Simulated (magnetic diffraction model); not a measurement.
# Cr2CdTeO3: the ordered moment from one line

Space group Imm2 (no. 44), a = 6.3650 Å, b = 6.6490 Å, c = 8.9400 Å.

```csv
site,atom,x,y,z
4d,Te,0,0.7584,0.7418
2a,Cd,0,0,0.1258
2b,Cd,1/2,0,0.3895
4c,Cr,0.2546,0,0.7515
4d,Cr,0,0.2519,0.4975
4c,O,0.7240,0,0.9953
4d,O,1/2,0.2314,0.7549
4c,O,0.7744,0,0.5107
```

This is a made-up structure (elements placed in a structure type, unrelaxed), so the numbers test the method and describe no known phase.

Only Cr is taken to order (form factors of Cr3+); orders and moment sizes are assumed, and not adapted to the symmetry. Radiation: neutrons of λ = 2.0775 Å (absorption by Cd left out), 3° to 50°; isotropic B of 0.32 Å² (Te), 0.28 Å² (Cd), 0.35 Å² (Cr) and 0.47 Å² (O). The intensities are simulated: I ∝ L Σ (|F_N|² + |F_M⊥|²) for unpolarised neutrons, with F_M = 2.695 fm/μB × Σ f(s) S exp(2πi Q·r) exp(−B s²) at Q = H ± k (one set where k and −k are equivalent), only the part normal to Q counting and L = 1/(sin²θ cos θ). For collinear order S is the moment m, which repeats by lattice and centring translations R with the sign exp(−2πi k·R). Form factors are spin-only for 3d ions and dipole or tabulated for f ions, scattering lengths are Sears's of 1992, and absorption is left out. A label names one of the reflections at its angle. The strongest nuclear line in the range is 100, and lines under 0.2 are left out.

In a first state the assumed order is k = (0 0 0), collinear moments along [111], 2.9 μB on Cr; signs + at (0.2546, 0, 0.7515), + at (0.7454, 0, 0.7515), − at (0, 0.2519, 0.4975), − at (0, 0.7481, 0.4975), with this pattern:

```
2θ (°)    index  nuclear  magnetic
 22.45  (0 1 1)      5.3      49.7
 23.11  (1 0 1)      7.9      47.8
 26.11  (1 1 0)      0.4       0.0
 26.88  (0 0 2)      0.2      51.1
 36.41  (0 2 0)      7.6      33.3
 37.82  (1 1 2)     28.6       0.0
 38.10  (2 0 0)      8.2      30.2
 43.57  (1 2 1)     29.6      19.5
 44.67  (2 1 1)     34.3      18.4
 44.91  (0 1 3)     18.6       6.9
 45.27  (1 0 3)     19.4       6.8
 45.83  (0 2 2)    100.0       0.0
 47.24  (2 0 2)     80.9       0.0
```

**Question.** Nearer the ordering temperature the line at 26.88° has total intensity 13.0 on the same scale, and all moments have shrunk alike. How large is the Cr moment?

The nuclear part, 0.2, stays, so the magnetic part is 12.8 against 51.1. It goes as m², so m = 2.9 × √(12.8/51.1) = 1.45 μB; the value used was 1.45 μB.

[Logs are printed without paths, hosts, clocks, repeated set-up lines and the standing remarks that a program may print on its own settings, such as how far it seeks lower states.]
